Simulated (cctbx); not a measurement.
**NaZnCl3 with cctbx, script by script**

Library: cctbx 2025.11. The data are simulated by the first script.

## 1. Simulate the data

run.py:

```python
from cctbx import adptbx, crystal, miller, sgtbx, xray
from cctbx.array_family import flex
from iotbx.shelx import hklf
from scitbx import matrix
import scitbx.random

cs = crystal.symmetry(unit_cell=(7.261, 7.261, 8.884, 90, 90, 120), space_group_symbol='Hall: R 3 2"')  # R32
atoms = [  # label, site, U (iso, or U11 U22 U33 U12 U13 U23 in A^2), occupancy
    ("Zn1", (0, 0, 0), (0.0048, 0.0048, 0.0052, 0.0024, 0.0000, 0.0000), 1),
    ("Cl1", (0.4764, 0.4764, 0.5), (0.0061, 0.0061, 0.0095, 0.0034, 0.0004, -0.0004), 1),
    ("Na1", (0, 0, 0.5), (0.0061, 0.0061, 0.0041, 0.0031, 0.0000, 0.0000), 1),
]
xs = xray.structure(crystal_symmetry=cs)
for label, site, u, occ in atoms:
    u = adptbx.u_cif_as_u_star(cs.unit_cell(), u) if isinstance(u, tuple) else u
    xs.add_scatterer(xray.scatterer(label, site=site, u=u, occupancy=occ))
xs.set_inelastic_form_factors(0.71073, "sasaki")
xs.show_summary()
p1 = xs.expand_to_p1()
ms = miller.build_set(p1, anomalous_flag=True, d_min=0.77)
flex.set_random_seed(849929)
scitbx.random.set_random_seed(849929)
ms = ms.select(flex.random_double(ms.size()) < 0.9)
i = ms.structure_factors_from_scatterers(p1, algorithm="direct").f_calc().as_intensity_array().data()
i = i * 70000 / flex.max(i)
sig = flex.sqrt(i + flex.pow2(0.02 * i) + 2 ** 2)
noise = scitbx.random.variate(scitbx.random.normal_distribution())(i.size())
data = ms.array(data=i + sig * noise, sigmas=sig).set_observation_type_xray_intensity()
with open("data.hkl", "w") as f:
    data.export_as_shelx_hklf(f)
print("reflections written:", data.size(), " <I/sigma> = %.1f" % flex.mean(data.data() / data.sigmas()))
for h, a, b in list(data.sort("data"))[:12]:
    print("%4d%4d%4d %9.1f %7.1f" % (h + (a, b)))
```

```console
$ python run.py
```

```text
Number of scatterers: 3
At special positions: 3
Unit cell: (7.261, 7.261, 8.884, 90, 90, 120)
Space group: R 3 2 :H (No. 155)
reflections written: 3300  <I/sigma> = 12.6
   0  -2   2   72068.2  1424.8
   2  -2  -2   71765.6  1424.8
  -2   2   2   71086.6  1424.8
   2   0   2   70219.8  1424.8
  -2   0  -2   69993.2  1424.8
   0   2  -2   66664.4  1424.8
   0   2   4   50112.1  1000.1
   2   0  -4   49669.1  1000.1
  -2   4   0   48857.1   956.9
  -2   2  -4   48501.6  1000.1
   4  -2   0   48287.4   956.9
  -2   0   4   47740.4  1000.1
```

Run time: 0.31 s on 1 thread of AMD EPYC 7B13 (Zen 3) (shared host), peak memory 0.07 GiB.

## 2. Refinement (refined in the given hand)

run.py:

```python
import math
from cctbx import adptbx, crystal, maptbx, sgtbx, xray
from cctbx.array_family import flex
from cctbx.xray import observations
from iotbx.shelx import hklf
from scitbx.lstbx import normal_eqns_solving
from smtbx import absolute_structure, utils
from smtbx.refinement import constraints, least_squares

cs = crystal.symmetry(unit_cell=(7.261, 7.261, 8.884, 90, 90, 120), space_group_symbol='Hall: R 3 2"')  # R32
atoms = [  # label, site, U (iso, or U11 U22 U33 U12 U13 U23 in A^2), occupancy
    ("Zn1", (0, 0, 0), 0.0200, 1),
    ("Cl1", (0.4794, 0.4794, 0.5), 0.0200, 1),
    ("Na1", (0, 0, 0.5), 0.0200, 1),
]
xs = xray.structure(crystal_symmetry=cs)
for label, site, u, occ in atoms:
    u = adptbx.u_cif_as_u_star(cs.unit_cell(), u) if isinstance(u, tuple) else u
    xs.add_scatterer(xray.scatterer(label, site=site, u=u, occupancy=occ))
xs.set_inelastic_form_factors(0.71073, "sasaki")
xs.convert_to_anisotropic()
raw = hklf.reader(file_name="data.hkl").as_miller_arrays(crystal_symmetry=cs, anomalous=True)[0]
merged = raw.eliminate_sys_absent().merge_equivalents()
fo2 = merged.array().set_observation_type_xray_intensity()
print("Rint %.3f, %d unique reflections to %.2f A" % (merged.r_int(), fo2.size(), fo2.d_min()))
for sc in xs.scatterers():
    sc.flags.set_grad_site(True)
    sc.flags.set_grad_u_aniso(sc.flags.use_u_aniso())
    sc.flags.set_grad_u_iso(sc.flags.use_u_iso())
obs = fo2.as_xray_observations()
extra = {}
rep = constraints.reparametrisation(xs, [], utils.connectivity_table(xs), **extra)
ls = least_squares.crystallographic_ls(obs, rep, weighting_scheme=least_squares.mainstream_shelx_weighting(a=0, b=0))
print("cycle     R1     wR2    GooF  max shift (A)")
for cycle in range(8):
    ls.build_up()
    r1, wr2, goof = ls.r1_factor(cutoff_factor=2)[0], ls.wR2(), ls.goof()
    old = xs.sites_cart()
    normal_eqns_solving.levenberg_marquardt_iterations(ls, n_max_iterations=3, tau=1e-06, step_threshold=1e-7)
    big = flex.max((xs.sites_cart() - old).norms())
    print("%4d %7.4f %7.4f %7.3f %9.5f" % (cycle + 1, r1, wr2, goof, big))
    ls.build_up(objective_only=True)
    if abs(ls.wR2() - wr2) < 5e-5 and big < 5e-4:
        break
ls.build_up()
print("final R1 %.4f wR2 %.4f GooF %.3f  parameters %d  data/parameter %.1f" % (ls.r1_factor(cutoff_factor=2)[0], ls.wR2(), ls.goof(), ls.n_parameters, fo2.size() / ls.n_parameters))
cov = ls.covariance_matrix_and_annotations()
su = dict(zip(cov.annotations, (math.sqrt(max(v, 0)) for v in cov.matrix.matrix_packed_u_diagonal())))
a2 = cs.unit_cell().reciprocal_parameters()[0] ** -2
print("atom        x        y        z      Ueq    occ   su(xyz)  su(Uiso or U11)")
for sc in xs.scatterers():
    s = max(su.get(sc.label + k, 0) for k in (".x", ".y", ".z"))
    npd = "" if sc.is_positive_definite_u(cs.unit_cell()) else "  NPD"
    print("%-5s %8.5f %8.5f %8.5f %8.4f %6.3f %8.5f %7.4f%s" % ((sc.label,) + sc.site + (sc.u_iso_or_equiv(cs.unit_cell()), sc.occupancy, s, su.get(sc.label + ".uiso", su.get(sc.label + ".u11", 0) * a2), npd)))
fc = fo2.structure_factors_from_scatterers(xs, algorithm="direct").f_calc()
absolute_structure.flack_analysis(xs, fo2.as_xray_observations()).show()
h = absolute_structure.hooft_analysis(fo2, fc, scale_factor=ls.scale_factor())
print("Hooft y: %.3f(%.0f)  Bijvoet pairs: %d" % (h.hooft_y, 1000 * h.sigma_y, h.n_bijvoet_pairs))
fo = fo2.f_sq_as_f()
fc = fo.structure_factors_from_scatterers(xs, algorithm="direct").f_calc()
diff = fo.f_obs_minus_f_calc(1 / math.sqrt(ls.scale_factor()), fc).average_bijvoet_mates()
m = diff.fft_map(symmetry_flags=maptbx.use_space_group_symmetry, resolution_factor=0.25).apply_volume_scaling()
print("difference map: max %.2f min %.2f rms %.2f" % (m.statistics().max(), m.statistics().min(), m.statistics().sigma()))
peaks = m.peak_search(parameters=maptbx.peak_search_parameters(min_distance_sym_equiv=0.6, max_clusters=6)).all()
near = xs.closest_distances(peaks.sites(), distance_cutoff=4)
sps = cs.special_position_settings(min_distance_sym_equiv=0.5)
for k, (x, h) in enumerate(zip(peaks.sites(), peaks.heights())):
    ss = sps.site_symmetry(x)
    print("Q%-3d %7.4f %7.4f %7.4f %4d %7.2f  %.2f A from %s" % ((k + 1,) + tuple(t % 1 for t in ss.exact_site()) + (ss.multiplicity(), h, near.smallest_distances[k], xs.scatterers()[near.i_seqs[k]].label)))
```

```console
$ python run.py
```

```text
Rint 0.018, 211 unique reflections to 0.77 A
cycle     R1     wR2    GooF  max shift (A)
   1  0.1203  0.2710  22.490   0.02158
   2  0.0048  0.0118   0.983   0.00000
final R1 0.0048 wR2 0.0118 GooF 0.983  parameters 9  data/parameter 23.4
atom        x        y        z      Ueq    occ   su(xyz)  su(Uiso or U11)
Zn1    0.00000  0.00000  0.00000   0.0050  1.000  0.00000  0.0001
Cl1    0.47643  0.47643  0.50000   0.0071  1.000  0.00004  0.0001
Na1    0.00000  0.00000  0.50000   0.0056  1.000  0.00000  0.0002
Flack x: -0.011(8)
Hooft y: -0.008(8)  Bijvoet pairs: 80
difference map: max 0.10 min -0.07 rms 0.02
Q1    0.0238  0.5138  0.7003   18    0.10  1.79 A from Cl1
Q2    0.0138  0.5068  0.1909   18    0.10  2.00 A from Cl1
Q3    0.0858  0.1717  0.1492   18    0.07  1.71 A from Zn1
Q4    0.0000  0.2715  0.0000    9    0.06  1.92 A from Cl1
Q5    0.0599  0.9334  0.7626   18    0.06  1.45 A from Cl1
Q6    0.9995  0.5018  0.4179   18    0.05  0.75 A from Cl1
```

Time: 0.42 s.

## 3. Refinement

run.py, as its changes from the last script of this kind:

```diff
@@ -12,3 +12,3 @@
-    ("Zn1", (0, 0, 0), 0.0200, 1),
-    ("Cl1", (0.4794, 0.4794, 0.5), 0.0200, 1),
-    ("Na1", (0, 0, 0.5), 0.0200, 1),
+    ("Zn1", (0, 0, 0), 0.0050, 1),
+    ("Cl1", (0.52357, 0.52357, 0.5), 0.0071, 1),
+    ("Na1", (0, 0, 0.5), 0.0056, 1),
```

```console
$ python run.py
```

```text
Rint 0.018, 211 unique reflections to 0.77 A
cycle     R1     wR2    GooF  max shift (A)
   1  0.0377  0.1082   8.980   0.00412
   2  0.0340  0.1025   8.505   0.00000
final R1 0.0340 wR2 0.1025 GooF 8.505  parameters 9  data/parameter 23.4
atom        x        y        z      Ueq    occ   su(xyz)  su(Uiso or U11)
Zn1    0.00000  0.00000  0.00000   0.0050  1.000  0.00000  0.0006
Cl1    0.52300  0.52300  0.50000   0.0078  1.000  0.00034  0.0008
Na1    0.00000  0.00000  0.50000   0.0055  1.000  0.00000  0.0014
Flack x: 1.006(12)
Hooft y: 1.026(9)  Bijvoet pairs: 80
difference map: max 0.67 min -0.37 rms 0.05
Q1    0.0000  0.0000  0.0000    3    0.67  0.00 A from Zn1
Q2    0.0907  0.5515  0.9970   18    0.32  2.15 A from Na1
Q3    0.0000  0.0848  0.5000    9    0.17  0.62 A from Na1
Q4    0.0913  0.8688  0.8331   18    0.15  0.76 A from Cl1
Q5    0.0000  0.0000  0.3926    6    0.14  0.95 A from Na1
Q6    0.0397  0.5037  0.7070   18    0.13  1.86 A from Cl1
```

Time: 0.39 s.

This run holds a fault made on purpose: the structure inverted.

## 4. Simulate the data

run.py, as its changes from the last script of this kind:

```diff
@@ -17 +17 @@
-xs.set_inelastic_form_factors(0.71073, "sasaki")
+xs.set_inelastic_form_factors(1.54184, "sasaki")
@@ -20,3 +20,3 @@
-ms = miller.build_set(p1, anomalous_flag=True, d_min=0.77)
-flex.set_random_seed(849929)
-scitbx.random.set_random_seed(849929)
+ms = miller.build_set(p1, anomalous_flag=True, d_min=0.83)
+flex.set_random_seed(116748)
+scitbx.random.set_random_seed(116748)
@@ -25,2 +25,3 @@
-i = i * 70000 / flex.max(i)
-sig = flex.sqrt(i + flex.pow2(0.02 * i) + 2 ** 2)
+i = i / flex.sqrt(1 + 0.3 * i / flex.max(i))  # extinction
+i = i * 20000 / flex.max(i)
+sig = flex.sqrt(i + flex.pow2(0.04 * i) + 8 ** 2)
```

```console
$ python run.py
```

```text
Number of scatterers: 3
At special positions: 3
Unit cell: (7.261, 7.261, 8.884, 90, 90, 120)
Space group: R 3 2 :H (No. 155)
reflections written: 2693  <I/sigma> = 6.5
  -2   2   2   20640.1   812.4
   0  -2   2   20469.3   812.4
  -2   0  -2   20117.2   812.4
   0   2  -2   19661.8   812.4
   2   0   2   19615.8   812.4
   2  -2  -2   18998.1   812.4
  -2   0   4   15051.6   587.3
  -2   4   0   14992.9   563.1
   2   2   0   14911.7   562.9
  -2   2  -4   14364.7   587.3
   2   0  -4   13906.5   587.3
   0   2   4   13899.6   587.3
```

Time: 0.31 s.

## 5. Refinement (refined in the given hand)

run.py, as its changes from the last script of this kind:

```diff
@@ -12,3 +12,3 @@
-    ("Zn1", (0, 0, 0), 0.0050, 1),
-    ("Cl1", (0.52357, 0.52357, 0.5), 0.0071, 1),
-    ("Na1", (0, 0, 0.5), 0.0056, 1),
+    ("Zn1", (0, 0, 0), 0.0200, 1),
+    ("Cl1", (0.4845, 0.4845, 0.5), 0.0200, 1),
+    ("Na1", (0, 0, 0.5), 0.0200, 1),
@@ -20 +20 @@
-xs.set_inelastic_form_factors(0.71073, "sasaki")
+xs.set_inelastic_form_factors(1.54184, "sasaki")
```

```console
$ python run.py
```

```text
Rint 0.035, 176 unique reflections to 0.83 A
cycle     R1     wR2    GooF  max shift (A)
   1  0.1415  0.3327  14.276   0.05981
   2  0.0135  0.0296   1.270   0.00000
final R1 0.0135 wR2 0.0296 GooF 1.270  parameters 9  data/parameter 19.6
atom        x        y        z      Ueq    occ   su(xyz)  su(Uiso or U11)
Zn1    0.00000  0.00000  0.00000   0.0045  1.000  0.00000  0.0002
Cl1    0.47626  0.47626  0.50000   0.0065  1.000  0.00009  0.0002
Na1    0.00000  0.00000  0.50000   0.0050  1.000  0.00000  0.0005
Flack x: 0.01(3)
Hooft y: 0.006(27)  Bijvoet pairs: 66
difference map: max 0.19 min -0.82 rms 0.10
Q1    0.9756  0.4785  0.1639   18    0.21  1.95 A from Cl1
Q2    0.0000  0.0000  0.3211    6    0.18  1.59 A from Na1
Q3    0.0604  0.4967  0.6612   18    0.15  1.54 A from Cl1
Q4    0.0049  0.2281  0.1101   18    0.14  1.33 A from Cl1
Q5    0.0182  0.3583  0.0861   18    0.11  1.70 A from Cl1
Q6    0.0480  0.2054  0.4178   18    0.10  1.54 A from Na1
```

Time: 0.44 s.

## 6. Simulate the data

run.py, as its changes from the last script of this kind:

```diff
@@ -17 +17 @@
-xs.set_inelastic_form_factors(1.54184, "sasaki")
+xs.set_inelastic_form_factors(0.6889, "sasaki")
@@ -20,3 +20,3 @@
-ms = miller.build_set(p1, anomalous_flag=True, d_min=0.83)
-flex.set_random_seed(116748)
-scitbx.random.set_random_seed(116748)
+ms = miller.build_set(p1, anomalous_flag=True, d_min=0.8)
+flex.set_random_seed(627861)
+scitbx.random.set_random_seed(627861)
@@ -25,3 +25,6 @@
-i = i / flex.sqrt(1 + 0.3 * i / flex.max(i))  # extinction
-i = i * 20000 / flex.max(i)
-sig = flex.sqrt(i + flex.pow2(0.04 * i) + 8 ** 2)
+law = matrix.sqr((-1, 0, 0, 0, -1, 0, 0, 0, -1))
+mate = flex.miller_index([tuple(matrix.row(h) * law) for h in ms.indices()])
+i2 = ms.customized_copy(indices=mate).structure_factors_from_scatterers(p1, algorithm="direct").f_calc().as_intensity_array().data()
+i = (1 - 0.5) * i + 0.5 * i2
+i = i * 5000 / flex.max(i)
+sig = flex.sqrt(i + flex.pow2(0.06 * i) + 15 ** 2)
```

```console
$ python run.py
```

```text
Number of scatterers: 3
At special positions: 3
Unit cell: (7.261, 7.261, 8.884, 90, 90, 120)
Space group: R 3 2 :H (No. 155)
reflections written: 3028  <I/sigma> = 3.3
  -2   0  -2    5320.1   308.6
   0  -2   2    5278.0   308.6
   2  -2  -2    4902.5   308.6
  -2   2   2    4677.3   308.6
   0  -2  -4    3742.7   217.7
  -2   2  -4    3688.4   217.7
  -2   4   0    3377.9   208.5
  -4   2   0    3344.8   208.5
   2   2   0    3300.4   208.5
  -2   0   4    3297.0   217.7
   0   2   4    3282.2   217.7
   2  -2   4    3270.7   217.7
```

It took 0.28 s on 1 thread of AMD EPYC 7B13 (Zen 3), with other jobs on the host, peak memory 0.07 GiB.

[Logs are printed without paths, hosts, clocks, repeated set-up lines and the standing remarks that a program may print on its own settings, such as how far it seeks lower states.]
